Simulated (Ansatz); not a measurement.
# k-point convergence of GW for LiGeN (P6_3mc)

How dense a mesh does GW need for LiGeN (P6_3mc), and how does the time grow?

Calculated with Ansatz 0.2.0; G0W0 on PBE, plane waves, PAW; PAW set soft_1.

Most raw output is cut from this account.

## 1. Set-up

The structure is hexagonal, space group P6_3mc (No. 186). The conventional cell has a = 3.012 Å, b = 3.012 Å, c = 9.419 Å, α = 90.00°, β = 90.00°, γ = 120.00°. Nearest to Li lie 3 N at 2.18 Å. Nearest to Ge lie 3 N at 2.00 Å. N has 3 Ge at 2.00 Å and 3 Li at 2.18 Å nearest. Farther neighbours and most contacts between anions are not listed.

As a file:

```
Li Ge N
1.0
     3.01241    0.00000    0.00000
    -1.50620    2.60882    0.00000
     0.00000    0.00000    9.41946
Li Ge N
2 2 2
Cartesian
  1.5062 0.8696 7.0024
  0.0000 1.7392 2.2926
  0.0000 0.0000 4.6911
  0.0000 0.0000 9.4008
  0.0000 1.7392 5.6820
  1.5062 0.8696 0.9723
```

The cell and positions are those that the Materials Project relaxed with its own functionals (PBE, PBE+U or r2SCAN), kept fixed.

## 2. The 6×6×2 mesh

Now the one-shot GW correction: screening in the RPA, then the self-energy of the levels asked for. This step takes PAW set soft_1 files.

input.yaml reads:

```yaml
crystal:
  lattice:
    - [3.0124085355, 0.0, 0.0]
    - [-1.5062042677, 2.6088223183, 0.0]
    - [0.0, 0.0, 9.419459]
  atoms:
    - { symbol: Li, position: [0.66666667, 0.33333333, 0.743392] }
    - { symbol: Li, position: [0.33333333, 0.66666667, 0.243392] }
    - { symbol: Ge, position: [0.0, 0.0, 0.498023] }
    - { symbol: Ge, position: [0.0, 0.0, 0.998023] }
    - { symbol: "N", position: [0.33333333, 0.66666667, 0.603223] }
    - { symbol: "N", position: [0.66666667, 0.33333333, 0.103223] }
kpoints:
  mp_grid: { grid: [6, 6, 2] }
hamiltonian:
  xc: pbe
  pseudopotentials: { kind: paw, azcp: { folder: soft_1 } }
scf:
  occupations: { method: fixed }
gw:
  n_empty_bands: 168
  ecut_chi: 100
  qp_bands: [v2, c2]
  qp_kpoints: band_edges
  screening: { model: contour_deformation }
```

Launch:

```console
$ ansatz run input.yaml --threads 2 --pin off --max-ram 92160MiB --backend cuda --events-out ev --progress --plain --runs-dir out --devices 1 --max-vram 13GiB
```

Run time: 22 s. Hardware: 1 × NVIDIA H100 80GB HBM3 (shared by 6 runs) with 2 threads of AMD EPYC 7R13 (Zen 3), shared host; peak memory 1.2 GiB; 32 s of CPU time.

This step gave:

- bands summed: 190
- RPA ε∞ on this mesh (eigenvalues): 5.800, 8.591, 8.591
- plane waves in the screening matrix: 177
- q-points in the mesh: 72
- G0W0 gap on the mesh: 2.069 eV
- k of the valence top: 0.1667, 0.1667, 0
- k of the conduction bottom: 0, -0.5, 0
- starting gap on the mesh: 1.467 eV
- Z at the valence top: 0.7442
- Z at the conduction bottom: 0.7758
- least direct G0W0 gap on the computed points: 3.244 eV

The gap on the mesh goes from 1.47 eV to 2.07 eV, a correction of +0.60 eV. Between the two edge states, bare exchange in place of the xc potential would open the gap by 6.01 eV, and correlation takes back 5.41 eV.

## 3. The 9×9×2 mesh

Only the mesh changes. It samples the long-range screening, which converges on its own terms.

Changes to input.yaml since step 2:

```diff
@@ -13,3 +13,3 @@
 kpoints:
-  mp_grid: { grid: [6, 6, 2] }
+  mp_grid: { grid: [9, 9, 2] }
 hamiltonian:
```

Wall time 22 s (1 × NVIDIA H100 80GB HBM3 (shared by 6 runs) with 2 threads); peak memory 1.3 GiB.

Numbers from this step:

| Item | Value |
| --- | --- |
| bands summed | 190 |
| RPA ε∞ on this mesh (eigenvalues) | 5.788, 8.303, 8.303 |
| plane waves in the screening matrix | 177 |
| q-points in the mesh | 162 |
| G0W0 gap on the mesh | 2.239 eV |
| k of the valence top | 0, 0.2222, 0 |
| k of the conduction bottom | 0, 0.4444, 0 |
| starting gap on the mesh | 1.627 eV |
| Z at the valence top | 0.7419 |
| Z at the conduction bottom | 0.7778 |
| least direct G0W0 gap on the computed points | 3.173 eV |

Against the run with 6×6×2 mesh, 168 empty bands, screening to 100 eV, PAW set soft_1 files, the gap moves by +0.17 eV, while the start moved by +0.16 eV. A band edge is found at another k point on this mesh.

## 4. The 12×12×4 mesh

Changes to input.yaml since step 3:

```diff
@@ -13,3 +13,3 @@
 kpoints:
-  mp_grid: { grid: [9, 9, 2] }
+  mp_grid: { grid: [12, 12, 4] }
 hamiltonian:
```

Wall time 2.1 min (1 × NVIDIA H100 80GB HBM3 (shared by 6 runs) with 2 threads); peak memory 1.8 GiB.

This step gave:

```
bands summed                                 : 190
RPA ε∞ on this mesh (eigenvalues)            : 5.681, 8.268, 8.268
plane waves in the screening matrix          : 177
G0W0 gap on the mesh                         : 2.058 eV
k of the valence top                         : 0, 0.25, 0
k of the conduction bottom                   : 0, -0.5, 0
starting gap on the mesh                     : 1.461 eV
least direct G0W0 gap on the computed points : 3.197 eV
```

Against the run with 9×9×2 mesh, 168 empty bands, screening to 100 eV, PAW set soft_1 files, the gap moves by −0.18 eV, while the start moved by −0.17 eV. A band edge is found at another k point on this mesh.

## 5. The meshes together

Times are wall times on 1 × NVIDIA H100 80GB HBM3 (shared by 6 runs) with 2 threads of AMD EPYC 7R13 (Zen 3), shared host, good to a factor of about two.

| mesh | points | irreducible | start (eV) | G0W0 (eV) | shift (eV) | RPA ε∞ (mean) | time |
| --- | --- | --- | --- | --- | --- | --- | --- |
| 6×6×2 | 72 | 14 | 1.467 | 2.069 | +0.602 | 7.66 | 22 s |
| 9×9×2 | 162 | 24 | 1.627 | 2.239 | +0.612 | 7.46 | 22 s |
| 12×12×4 | 576 | 57 | 1.461 | 2.058 | +0.597 | 7.41 | 2.1 min |

## 6. Outcome

```yaml
6x6x2: 2.069 eV (shift +0.602)
9x9x2: 2.239 eV (shift +0.612)
12x12x4: 2.058 eV (shift +0.597)
settings: PBE start, 168 empty bands, 100 eV
```

In words: The shift is +0.60 eV on 6×6×2 and +0.60 eV on 12×12×4. On 12×12×4 the edges lie at (0.000, 0.250, 0.000) and (0.000, 0.500, 0.000), on 9×9×2 at (0.000, 0.222, 0.000) and (0.000, 0.444, 0.000), so these two shifts belong to different pairs of states. The RPA ε∞ (mean) ranges from 7.41 to 7.66 and ends at 7.41. The starting gap changes too, by 0.17 eV, since the meshes hold different points and converge the density differently. From 72 to 576 points the time grows 5.7-fold. Bands and cutoff are modest here, so the values stand off the basis limit. The many-body steps are scalar-relativistic: spin-orbit coupling is not in them.

[Paths, hosts, dates, memory and timing lines, banners, echoed tables and standing remarks are left out of the program output.]

[Logs are printed without paths, hosts, clocks, repeated set-up lines and the standing remarks that a program may print on its own settings, such as how far it seeks lower states.]

[Runs of the session that timed out or met a known fault of the program may be left out.]

[Cells called generated may have been cut or substituted from an entry of the Crystallography Open Database or the Materials Project.]

[Hosts, paths, dates, database ids (printed as entryN), source tags and the programs' standing remarks are cut or masked in the printed files.]
